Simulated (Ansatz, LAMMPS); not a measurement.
# B in place of Si at several sites of amorphous Si (101 atoms), part 3 of 3

Aim: make B in place of Si at several sites of amorphous Si (101 atoms), relax each, and compare their energies.

Ansatz 0.2.0; Kohn-Sham DFT, PBE, PAW (set soft_2), plane waves.

The cell: 101 Si. The quench rate of 20 K/ps far exceeds what a furnace or splat quench reaches. The starting topology of bonds comes from the classical model. The Brillouin zone is sampled at Γ only, in a cell whose shortest periodic width is 13 Å.

So far. Step 7 (B on a site of Si, site Si13): The relaxation converged after 8 steps, 1.74 eV below its start, with a largest force component of 0.039 eV/Å.

### Step 8. B on a site of Si, site Si25

The site has 4 bonded neighbours (Si4) at 2.40 Å on average. 

File input.yaml:

```yaml
crystal:
  lattice:
    - [12.6245, 0.0, 0.0]
    - [0.0, 12.6245, 0.0]
    - [0.0, 0.0, 12.6245]
  atoms:
    [... atom lines 1 to 21 left out ...]
    - { symbol: Si, position: [0.64472, 0.55269, 0.73472] }
    - { symbol: Si, position: [0.88485, 0.38827, 0.71901] }
    - { symbol: Si, position: [0.82347, 0.73941, 0.91933] }
    - { symbol: B, position: [0.94883, 0.5287, 0.60479] }
    - { symbol: Si, position: [0.60683, 0.42789, 0.30998] }
    - { symbol: Si, position: [0.33945, 0.64396, 0.95083] }
    - { symbol: Si, position: [0.04581, 0.78929, 0.54035] }
    [... atom lines 29 to 101 left out ...]
kpoints:
  mp_grid: { grid: [1, 1, 1] }
hamiltonian:
  xc: pbe
scf:
  occupations: { method: fermi_dirac, width: 0.05 }
output:
  forces: true
  eigenvalues: true
relax:
  f_tol: 0.05
  max_steps: 90
```

Launch:

```
$ ansatz run input.yaml --threads 4 --pin off --max-ram 8192MiB --backend cpu --events-out ev --progress --plain --runs-dir out
```

Numbers of over 12 decimals in the logs are rounded to 6 here.

The program printed:

```text
[...]
Crystal: 101 atoms, lattice volume = 2012.068 Å³
Basis set: ecut = 420 eV, 39223 PW (Γ), exchange–correlation on 180×180×180 points (8 copies of the dense FFT grid, shifted against one another)
Bands: 303, of which v1, the nominal top of the filled ones, is band 202 counted from 1 (201 counted from 0)
Symmetry: 1 space group operations
[...]
k-points: 1
[...]
SCF iter   1: F=—  HF=-63712.837665 eV  |F-HF|=—  |Δ(HF+E_count)|=         —  Δρ=3.59e-3  dr2=1.02e0  ethr=1.77e-3  ⟨swp⟩=6.0  Hψ=1402  notcnv=0  defer=48
[...]
SCF iter   7: F=—  HF=-63712.696371 eV  |F-HF|=—  |Δ(HF+E_count)|=   1.31e-4  Δρ=2.27e-5  dr2=4.16e-5  ethr=4.73e-8  ⟨swp⟩=2.0  Hψ=360  notcnv=0  defer=72
SCF iter   8: F=-63712.696399 eV  HF=-63712.696399 eV  |F-HF|=1.35e-7  |Δ(HF+E_count)|=   2.80e-5  Δρ=8.60e-6  dr2=8.01e-6  ethr=1.03e-8  ⟨swp⟩=15.0  Hψ=1870  notcnv=0
SCF 1 converged in 8 iterations: F = -63712.696399 eV  dr2 = 8.01e-6
[...]
relax step   1: F+E_penalty+E_count = -63712.69639856 eV  Δ(F+E_penalty+E_count) = +0.000e0 eV  max|allowed force component| = 1.583e0 eV/Å  Δτ_max = 0.0000 Å  (8 SCF iters, dr2 threshold 6.25e-5 eV, accepted)
[...]
relax step   2: F+E_penalty+E_count = -63713.70305812 eV  Δ(F+E_penalty+E_count) = -1.007e0 eV  max|allowed force component| = 8.863e-1 eV/Å  Δτ_max = 0.1991 Å  (6 SCF iters, dr2 threshold 1.00e-4 eV, accepted)
[...]
relax step   3: F+E_penalty+E_count = -63713.99296876 eV  Δ(F+E_penalty+E_count) = -2.899e-1 eV  max|allowed force component| = 5.289e-1 eV/Å  Δτ_max = 0.1997 Å  (6 SCF iters, dr2 threshold 4.91e-5 eV, accepted)
relax step   4: F+E_penalty+E_count = -63714.05812149 eV  Δ(F+E_penalty+E_count) = -6.515e-2 eV  max|allowed force component| = 1.022e-1 eV/Å  Δτ_max = 0.0524 Å  (5 SCF iters, dr2 threshold 8.77e-5 eV, accepted)
[...]
relax step   5: F+E_penalty+E_count = -63714.06708112 eV  Δ(F+E_penalty+E_count) = -8.960e-3 eV  max|allowed force component| = 4.794e-2 eV/Å  Δτ_max = 0.0278 Å  (7 SCF iters, accepted)
SCF converged after 7 iterations
Free energy (F): -63714.067081 eV
[...]
Internal energy: -63713.974848 eV  (E = F + TS)
E sigma→0 (E₀):  -63714.020965 eV
Entropy (-TS):   -0.092233 eV (-0.913 meV/atom)
Fermi energy:    6.438743 eV
[...]
Σ components = -63714.067081   (vs F -63714.067081, Δ=0.00e0)
--- Forces (eV/Å), atoms counted from 1 ---
  atom   1  Si     0.00378874     0.00609218     0.00569351
  atom   2  Si     0.00427402    -0.00298630     0.00454174
  atom   3  Si     0.00169497     0.00113155    -0.00508283
  atom   4  Si    -0.01105169    -0.01092215    -0.01005157
[...]
atom 101  Si     0.00038278     0.00143924     0.00550815
  max |Σ_I F_I| component: 4.04e-5 eV/Å
--- Band table (eV) ---
[...]
--- Relaxed structure (5 steps of the walk, 5 accepted, 0 SCFs on fresh bases) ---
  F+E_penalty+E_count = -63714.06708112 eV   max|allowed force component| = 4.794e-2 eV/Å
  atoms:
    - { symbol: Si, position: [0.070318, 0.938403, 0.134283] }
    - { symbol: Si, position: [0.449428, 0.997701, 0.080689] }
    - { symbol: Si, position: [0.686676, 0.343946, 0.933498] }
    - { symbol: Si, position: [0.125828, 0.924917, 0.717859] }
[...]
- { symbol: Si, position: [0.956622, 0.702786, 0.399700] }
```

Elapsed: 91 s, on 4 threads of Arm Neoverse V1, shared host; peak memory 2.2 GiB.

The relaxation converged after 5 steps, 1.37 eV below its start, with a largest force component of 0.048 eV/Å.

A closer look about the B atom, after relaxation: 12 atoms, nearest first, numbered in the order of the input, with positions taken from that point.

```csv
atom,x,y,z,distance (Å),bonds
B25,0.00,0.00,0.00,0.00,4
Si6,-1.24,0.44,-1.57,2.05,4
Si17,0.09,1.90,0.82,2.08,4
Si23,-0.71,-1.58,1.20,2.11,4
Si49,2.13,-0.25,-0.14,2.15,4
Si95,1.35,1.18,2.69,3.23,5
Si101,0.13,2.15,-2.58,3.36,4
Si87,2.42,-0.98,2.12,3.36,4
Si40,0.31,-3.51,0.14,3.52,4
Si28,1.22,3.24,-0.80,3.55,4
Si30,-3.41,0.95,-0.61,3.59,4
Si68,0.01,-0.86,3.50,3.61,4
```

The column of bonds counts only the pairs Si-Si within 2.73 Å, Si-B within 2.38 Å; other neighbours, such as metal atoms beside each other in a compound, aren't counted, and periodic images can show an atom twice.

The largest move is 0.35 Å, by Si23.

### Step 9. B on a site of Si, site Si72

The site has 4 bonded neighbours (Si4) at 2.36 Å on average. 

input.yaml, the sections that differ from step 8:

```yaml
crystal:
  lattice:
    - [12.6245, 0.0, 0.0]
    - [0.0, 12.6245, 0.0]
    - [0.0, 0.0, 12.6245]
  atoms:
    [... atom lines 1 to 68 left out ...]
    - { symbol: Si, position: [0.0883, 0.63853, 0.27808] }
    - { symbol: Si, position: [0.7956, 0.14535, 0.34194] }
    - { symbol: Si, position: [0.28842, 0.63311, 0.57443] }
    - { symbol: B, position: [0.56494, 0.79568, 0.2483] }
    - { symbol: Si, position: [0.80345, 0.44406, 0.02933] }
    - { symbol: Si, position: [0.51445, 0.62043, 0.0247] }
    - { symbol: Si, position: [0.19848, 0.74674, 0.76134] }
    [... atom lines 76 to 101 left out ...]
# kpoints, hamiltonian, scf, output, relax: as in step 8
```

The program printed:

```text
[...]
Crystal: 101 atoms, lattice volume = 2012.068 Å³
Basis set: ecut = 420 eV, 39223 PW (Γ), exchange–correlation on 180×180×180 points (8 copies of the dense FFT grid, shifted against one another)
Bands: 303, of which v1, the nominal top of the filled ones, is band 202 counted from 1 (201 counted from 0)
Symmetry: 1 space group operations
[...]
k-points: 1
[...]
SCF iter   1: F=—  HF=-63712.989087 eV  |F-HF|=—  |Δ(HF+E_count)|=         —  Δρ=3.51e-3  dr2=8.12e-1  ethr=1.77e-3  ⟨swp⟩=6.0  Hψ=1401  notcnv=0  defer=49
[...]
SCF iter   5: F=—  HF=-63712.867187 eV  |F-HF|=—  |Δ(HF+E_count)|=   3.93e-4  Δρ=3.38e-5  dr2=7.17e-5  ethr=1.50e-7  ⟨swp⟩=2.0  Hψ=413  notcnv=0  defer=75
SCF iter   6: F=-63712.867277 eV  HF=-63712.867266 eV  |F-HF|=1.10e-5  |Δ(HF+E_count)|=   7.93e-5  Δρ=1.15e-5  dr2=8.39e-6  ethr=1.55e-8  ⟨swp⟩=16.0  Hψ=1989  notcnv=0
SCF 1 converged in 6 iterations: F = -63712.867277 eV  dr2 = 8.39e-6
[...]
relax step   1: F+E_penalty+E_count = -63712.86727700 eV  Δ(F+E_penalty+E_count) = +0.000e0 eV  max|allowed force component| = 1.865e0 eV/Å  Δτ_max = 0.0000 Å  (6 SCF iters, dr2 threshold 6.25e-5 eV, accepted)
[...]
relax step   2: F+E_penalty+E_count = -63714.06296093 eV  Δ(F+E_penalty+E_count) = -1.196e0 eV  max|allowed force component| = 9.364e-1 eV/Å  Δτ_max = 0.1949 Å  (6 SCF iters, dr2 threshold 1.00e-4 eV, accepted)
[...]
relax step   3: F+E_penalty+E_count = -63714.34563954 eV  Δ(F+E_penalty+E_count) = -2.827e-1 eV  max|allowed force component| = 5.658e-1 eV/Å  Δτ_max = 0.1899 Å  (6 SCF iters, dr2 threshold 5.48e-5 eV, accepted)
relax step   4: F+E_penalty+E_count = -63714.41006529 eV  Δ(F+E_penalty+E_count) = -6.443e-2 eV  max|allowed force component| = 9.232e-2 eV/Å  Δτ_max = 0.0446 Å  (5 SCF iters, dr2 threshold 8.07e-5 eV, accepted)
relax step   5: F+E_penalty+E_count = -63714.42147077 eV  Δ(F+E_penalty+E_count) = -1.141e-2 eV  max|allowed force component| = 5.784e-2 eV/Å  Δτ_max = 0.0264 Å  (7 SCF iters, accepted)
relax step   6: F+E_penalty+E_count = -63714.43021652 eV  Δ(F+E_penalty+E_count) = -8.746e-3 eV  max|allowed force component| = 6.832e-2 eV/Å  Δτ_max = 0.0543 Å  (7 SCF iters, accepted)
[...]
relax step   7: F+E_penalty+E_count = -63714.43543450 eV  Δ(F+E_penalty+E_count) = -5.218e-3 eV  max|allowed force component| = 4.981e-2 eV/Å  Δτ_max = 0.0438 Å  (7 SCF iters, accepted)
SCF converged after 7 iterations
Free energy (F): -63714.435434 eV
[...]
Internal energy: -63714.350133 eV  (E = F + TS)
E sigma→0 (E₀):  -63714.392784 eV
Entropy (-TS):   -0.085301 eV (-0.845 meV/atom)
Fermi energy:    6.391403 eV
[...]
Σ components = -63714.435434   (vs F -63714.435434, Δ=0.00e0)
--- Forces (eV/Å), atoms counted from 1 ---
  atom   1  Si    -0.00239984    -0.00386063    -0.01120359
  atom   2  Si     0.00302576     0.00884466     0.01772611
  atom   3  Si     0.00238364    -0.00144432     0.00387034
  atom   4  Si    -0.00068779     0.00143236     0.00380905
[...]
atom 101  Si     0.00532495     0.00490410    -0.00476311
  max |Σ_I F_I| component: 2.20e-5 eV/Å
--- Band table (eV) ---
[...]
--- Relaxed structure (7 steps of the walk, 7 accepted, 0 SCFs on fresh bases) ---
  F+E_penalty+E_count = -63714.43543450 eV   max|allowed force component| = 4.981e-2 eV/Å
  atoms:
    - { symbol: Si, position: [0.070454, 0.938435, 0.134293] }
    - { symbol: Si, position: [0.450905, 0.987466, 0.075157] }
    - { symbol: Si, position: [0.682957, 0.342474, 0.936904] }
    - { symbol: Si, position: [0.128925, 0.924319, 0.716668] }
[...]
- { symbol: Si, position: [0.955390, 0.704647, 0.396649] }
```

Run time: 2.1 min. Hardware: 4 threads; peak memory 2.2 GiB; 7.9 min of CPU time.

The relaxation converged after 7 steps, 1.57 eV below its start, with a largest force component of 0.050 eV/Å.

### Step 10. B on a site of Si, site Si47

The site has 4 bonded neighbours (Si4) at 2.37 Å on average. 

input.yaml, the sections that differ from step 9:

```yaml
crystal:
  lattice:
    - [12.6245, 0.0, 0.0]
    - [0.0, 12.6245, 0.0]
    - [0.0, 0.0, 12.6245]
  atoms:
    [... atom lines 1 to 43 left out ...]
    - { symbol: Si, position: [0.8448, 0.98265, 0.7671] }
    - { symbol: Si, position: [0.3392, 0.02365, 0.23636] }
    - { symbol: Si, position: [0.99491, 0.59143, 0.12241] }
    - { symbol: B, position: [0.03405, 0.42312, 0.04767] }
    - { symbol: Si, position: [0.31027, 0.72444, 0.12605] }
    - { symbol: Si, position: [0.14191, 0.51138, 0.59224] }
    - { symbol: Si, position: [0.38096, 0.67795, 0.73498] }
    [... atom lines 51 to 101 left out ...]
# kpoints, hamiltonian, scf, output, relax: as in step 9
```

The program printed:

```text
[...]
Crystal: 101 atoms, lattice volume = 2012.068 Å³
Basis set: ecut = 420 eV, 39223 PW (Γ), exchange–correlation on 180×180×180 points (8 copies of the dense FFT grid, shifted against one another)
Bands: 303, of which v1, the nominal top of the filled ones, is band 202 counted from 1 (201 counted from 0)
Symmetry: 1 space group operations
[...]
k-points: 1
[...]
SCF iter   1: F=—  HF=-63712.914886 eV  |F-HF|=—  |Δ(HF+E_count)|=         —  Δρ=3.61e-3  dr2=9.26e-1  ethr=1.77e-3  ⟨swp⟩=6.0  Hψ=1404  notcnv=0  defer=49
[...]
SCF iter   6: F=—  HF=-63712.779202 eV  |F-HF|=—  |Δ(HF+E_count)|=   1.79e-4  Δρ=4.22e-5  dr2=1.68e-4  ethr=2.50e-7  ⟨swp⟩=2.0  Hψ=307  notcnv=0  defer=70
SCF iter   7: F=-63712.779258 eV  HF=-63712.779259 eV  |F-HF|=1.65e-6  |Δ(HF+E_count)|=   5.72e-5  Δρ=1.81e-5  dr2=3.01e-5  ethr=1.55e-8  ⟨swp⟩=15.0  Hψ=1858  notcnv=0
SCF 1 converged in 7 iterations: F = -63712.779258 eV  dr2 = 3.01e-5
[...]
relax step   1: F+E_penalty+E_count = -63712.77925782 eV  Δ(F+E_penalty+E_count) = +0.000e0 eV  max|allowed force component| = 2.073e0 eV/Å  Δτ_max = 0.0000 Å  (7 SCF iters, dr2 threshold 6.25e-5 eV, accepted)
[...]
relax step   2: F+E_penalty+E_count = -63713.80081636 eV  Δ(F+E_penalty+E_count) = -1.022e0 eV  max|allowed force component| = 1.205e0 eV/Å  Δτ_max = 0.1949 Å  (6 SCF iters, dr2 threshold 1.00e-4 eV, accepted)
[...]
relax step   3: F+E_penalty+E_count = -63714.15565722 eV  Δ(F+E_penalty+E_count) = -3.548e-1 eV  max|allowed force component| = 6.236e-1 eV/Å  Δτ_max = 0.1960 Å  (6 SCF iters, dr2 threshold 9.07e-5 eV, accepted)
relax step   4: F+E_penalty+E_count = -63714.22585738 eV  Δ(F+E_penalty+E_count) = -7.020e-2 eV  max|allowed force component| = 2.004e-1 eV/Å  Δτ_max = 0.0560 Å  (6 SCF iters, dr2 threshold 1.00e-4 eV, accepted)
relax step   5: F+E_penalty+E_count = -63714.28147856 eV  Δ(F+E_penalty+E_count) = -5.562e-2 eV  max|allowed force component| = 1.694e-1 eV/Å  Δτ_max = 0.1183 Å  (6 SCF iters, dr2 threshold 4.15e-6 eV, accepted)
relax step   6: F+E_penalty+E_count = -63714.33050100 eV  Δ(F+E_penalty+E_count) = -4.902e-2 eV  max|allowed force component| = 3.197e-1 eV/Å  Δτ_max = 0.1956 Å  (7 SCF iters, dr2 threshold 2.96e-6 eV, accepted)
relax step   7: F+E_penalty+E_count = -63714.37039581 eV  Δ(F+E_penalty+E_count) = -3.989e-2 eV  max|allowed force component| = 9.898e-2 eV/Å  Δτ_max = 0.0739 Å  (5 SCF iters, dr2 threshold 7.30e-5 eV, accepted)
relax step   8: F+E_penalty+E_count = -63714.38307625 eV  Δ(F+E_penalty+E_count) = -1.268e-2 eV  max|allowed force component| = 6.073e-2 eV/Å  Δτ_max = 0.0374 Å  (8 SCF iters, accepted)
[...]
relax step   9: F+E_penalty+E_count = -63714.38534337 eV  Δ(F+E_penalty+E_count) = -2.267e-3 eV  max|allowed force component| = 4.828e-2 eV/Å  Δτ_max = 0.0394 Å  (7 SCF iters, accepted)
SCF converged after 7 iterations
Free energy (F): -63714.385343 eV
[...]
Internal energy: -63714.292902 eV  (E = F + TS)
E sigma→0 (E₀):  -63714.339123 eV
Entropy (-TS):   -0.092441 eV (-0.915 meV/atom)
Fermi energy:    6.492065 eV
[...]
Σ components = -63714.385343   (vs F -63714.385343, Δ=0.00e0)
--- Forces (eV/Å), atoms counted from 1 ---
  atom   1  Si    -0.00437015     0.00204000    -0.00270534
  atom   2  Si     0.00508072     0.00102786    -0.00482138
  atom   3  Si     0.00369472     0.00673428     0.01307049
  atom   4  Si    -0.00128071     0.00741172     0.00434023
[...]
atom 101  Si     0.00062223    -0.00102579     0.00300150
  max |Σ_I F_I| component: 6.01e-5 eV/Å
--- Band table (eV) ---
[...]
--- Relaxed structure (9 steps of the walk, 9 accepted, 0 SCFs on fresh bases) ---
  F+E_penalty+E_count = -63714.38534337 eV   max|allowed force component| = 4.828e-2 eV/Å
  atoms:
    - { symbol: Si, position: [0.069100, 0.935421, 0.133046] }
    - { symbol: Si, position: [0.448160, 0.995145, 0.084801] }
    - { symbol: Si, position: [0.677512, 0.344722, 0.941281] }
    - { symbol: Si, position: [0.125784, 0.928828, 0.715141] }
[...]
- { symbol: Si, position: [0.957158, 0.701040, 0.394410] }
```

It took 2.7 min on 4 threads; peak memory 2.2 GiB.

The relaxation converged after 9 steps, 1.61 eV below its start, with a largest force component of 0.048 eV/Å.

A closer look about the B atom, after relaxation: 10 atoms, nearest first, numbered in the order of the input, with positions taken from that point.

```csv
atom,x,y,z,distance (Å),bonds
B47,0.00,0.00,0.00,0.00,4
Si85,1.94,-0.48,-0.02,2.00,4
Si33,-1.51,-1.17,0.73,2.04,4
Si46,-0.47,1.92,0.69,2.09,4
Si68,-1.01,0.12,-1.85,2.11,4
Si73,-2.98,0.40,-0.44,3.03,4
Si36,2.75,0.76,-1.82,3.39,4
Si38,1.86,-2.82,-0.53,3.41,4
Si54,-2.80,1.98,1.32,3.68,4
Si41,-1.84,-3.17,-0.53,3.70,4
```

The column of bonds counts only the pairs Si-Si within 2.88 Å, Si-B within 2.38 Å; other neighbours, such as metal atoms beside each other in a compound, aren't counted, and periodic images can show an atom twice.

The largest move is 0.68 Å, by Si68.

### Step 11. The sites compared

All these cells hold the same atoms, so their energies can be compared with no chemical potential.

```csv
site,neighbours,mean distance (Å),atoms within 6 Å,energy over the best site (eV),before relaxation (eV),gain on relaxing (eV)
Si1,Si4,2.34,46,0.00,0.00,1.67
Si13,Si4,2.35,46,0.08,0.16,1.74
Si72,Si4,2.36,47,0.31,0.21,1.57
Si47,Si4,2.37,45,0.36,0.30,1.61
Si25,Si4,2.40,43,0.68,0.38,1.37
Si2,Si6,2.57,46,0.83,0.19,1.03
```

Neighbours are those of the relaxed host within 2.83 Å (Si-Si); other pairs aren't counted.

### Step 12. Outcome

The cheapest site is Si1 (4 neighbours, Si4); the dearest, Si2 (6 neighbours, Si6), costs 0.83 eV more. By coordination the energies over the best site are 0.00 to 0.68 eV with 4 neighbours and 0.83 eV with 6 neighbours. Relaxation gains 1.0 to 1.7 eV and leaves the best site the same.

Caveats: Defects are neutral and interact with their images. In a disordered cell the relaxation can also rearrange atoms far from the site. Only 6 of the 101 Si sites were tried; unless symmetry makes the others alike to these, a cheaper one may exist. The change leaves an odd electron count, and these runs have no spin polarisation.

The DFT runs together took 18 min of wall time.

[Logs are printed without paths, hosts, clocks, repeated set-up lines and the standing remarks that a program may print on its own settings, such as how far it seeks lower states.]

[Hosts, paths, dates, database ids (printed as entryN), source tags and the programs' standing remarks are cut or masked in the printed files.]
